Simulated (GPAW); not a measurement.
Consider PNO (Cc).

```xyz
6
Lattice="3.2780 -3.2861 0.0000 3.2780 3.2861 0.0000 -3.0286 0.0000 3.4889" Properties=species:S:1:pos:R:3 pbc="T T T"
P     2.6141    2.3663    1.7439
P     1.0999   -2.3663    3.4883
O     1.3879    2.8994    2.6160
O     2.9022   -2.8994    0.8715
N     2.1087    1.1841    0.8735
N     0.5944   -1.1841    2.6179
```

Absorber: atom 3, with 2 P at 1.60 Å (bent, 135°, site symmetry 1). Method: GPAW, LDA, full core hole (charged cell), 24-atom cell with 6.6 Å between holes, 3×3×3 k points, dipole transitions, Gaussian full width 0.9 eV up to 4 eV, rising linearly to 3.5 eV at 25 eV.

**Question.** Predict the near-edge structure at the O K edge.

Main maxima up to 24 eV above the zero (height): 1.4 eV (2.53), 2.6 eV (2.30), 4.6 eV (1.75), 11.9 eV (0.65) and 21.0 eV (0.72). A K edge sees empty p states on the absorber. The total-energy difference plus the lowest empty eigenvalue puts the zero at 539.38 eV. One term is added: -8.83 eV, since the hole is spin-paired here and a spin-polarised one costs that much less in the free atom (computed apart). The photon energy is then 530.55 eV. The functional and the charged cell's background leave an error in such absolute values: in the free atom LDA prices this hole 4.1 eV below PBE (computed apart), and PBE is itself good to a few eV.

The O K spectrum (energy from the lowest empty level; intensity scaled to a mean of 1 over the first 20 eV; polarised curves are means over the symmetry-equivalent atoms):

| E (eV) | isotropic | ε ∥ x | ε ∥ y | ε ∥ z |
| --- | --- | --- | --- | --- |
| -2.00 | 0.00 | 0.00 | 0.00 | 0.00 |
| -1.25 | 0.00 | 0.00 | 0.00 | 0.00 |
| -0.50 | 0.13 | 0.27 | 0.11 | 0.00 |
| 0.25 | 0.94 | 1.62 | 1.05 | 0.16 |
| 1.00 | 2.09 | 1.32 | 3.24 | 1.71 |
| 1.75 | 2.26 | 2.03 | 2.58 | 2.18 |
| 2.50 | 2.29 | 2.30 | 2.57 | 1.99 |
| 3.25 | 2.03 | 1.92 | 1.47 | 2.69 |
| 4.00 | 1.72 | 1.57 | 1.22 | 2.37 |
| 4.75 | 1.73 | 1.51 | 1.42 | 2.27 |
| 5.50 | 1.29 | 1.42 | 1.20 | 1.24 |
| 6.25 | 1.10 | 1.36 | 1.14 | 0.79 |
| 7.00 | 1.04 | 1.14 | 1.21 | 0.76 |
| 7.75 | 0.80 | 0.85 | 0.97 | 0.59 |
| 8.50 | 0.64 | 0.70 | 0.67 | 0.54 |
| 9.25 | 0.56 | 0.57 | 0.50 | 0.61 |
| 10.00 | 0.55 | 0.51 | 0.46 | 0.69 |
| 10.75 | 0.59 | 0.49 | 0.44 | 0.83 |
| 11.50 | 0.64 | 0.51 | 0.47 | 0.93 |
| 12.25 | 0.64 | 0.56 | 0.55 | 0.82 |
| 13.00 | 0.61 | 0.57 | 0.63 | 0.64 |
| 13.75 | 0.60 | 0.59 | 0.67 | 0.55 |
| 14.50 | 0.59 | 0.59 | 0.66 | 0.53 |
| 15.25 | 0.58 | 0.57 | 0.67 | 0.51 |
| 16.00 | 0.57 | 0.56 | 0.67 | 0.48 |
| 16.75 | 0.55 | 0.56 | 0.64 | 0.45 |
| 17.50 | 0.55 | 0.58 | 0.63 | 0.45 |
| 18.25 | 0.59 | 0.61 | 0.66 | 0.50 |
| 19.00 | 0.65 | 0.65 | 0.72 | 0.57 |
| 19.75 | 0.69 | 0.69 | 0.75 | 0.64 |
| 20.50 | 0.71 | 0.71 | 0.75 | 0.68 |
| 21.25 | 0.72 | 0.72 | 0.74 | 0.69 |
| 22.00 | 0.70 | 0.71 | 0.71 | 0.68 |
| 22.75 | 0.67 | 0.67 | 0.67 | 0.67 |
| 23.50 | 0.63 | 0.63 | 0.62 | 0.65 |
| 24.25 | 0.59 | 0.58 | 0.57 | 0.61 |
| 25.00 | 0.55 | 0.54 | 0.55 | 0.56 |
| 25.75 | 0.53 | 0.53 | 0.55 | 0.51 |
| 26.50 | 0.53 | 0.53 | 0.58 | 0.48 |
| 27.25 | 0.54 | 0.54 | 0.61 | 0.46 |
| 28.00 | 0.55 | 0.55 | 0.63 | 0.47 |
| 28.75 | 0.55 | 0.56 | 0.63 | 0.48 |
| 29.50 | 0.55 | 0.56 | 0.61 | 0.48 |

The mesh is coarse (0.36 Å⁻¹ between points), so small maxima may be mesh ripples. The structure is a computed Materials Project entry and may be a hypothetical form.

[Banner, clock and machine lines of the logs are left out without a mark of their own.]

[Logs are printed without paths, hosts, clocks, repeated set-up lines and the standing remarks that a program may print on its own settings, such as how far it seeks lower states.]

[Hosts, paths, dates, database ids (printed as entryN), source tags and the programs' standing remarks are cut or masked in the printed files.]

[Lists of maxima count a maximum above −3 eV only where it reaches 4 % of the highest in the window and stands out from its surroundings by 2 % of it (1.5 % where it reaches 55 %); shoulders and weaker maxima are passed over, and of the rest the first, up to two pre-edge ones and the few strongest are named.]
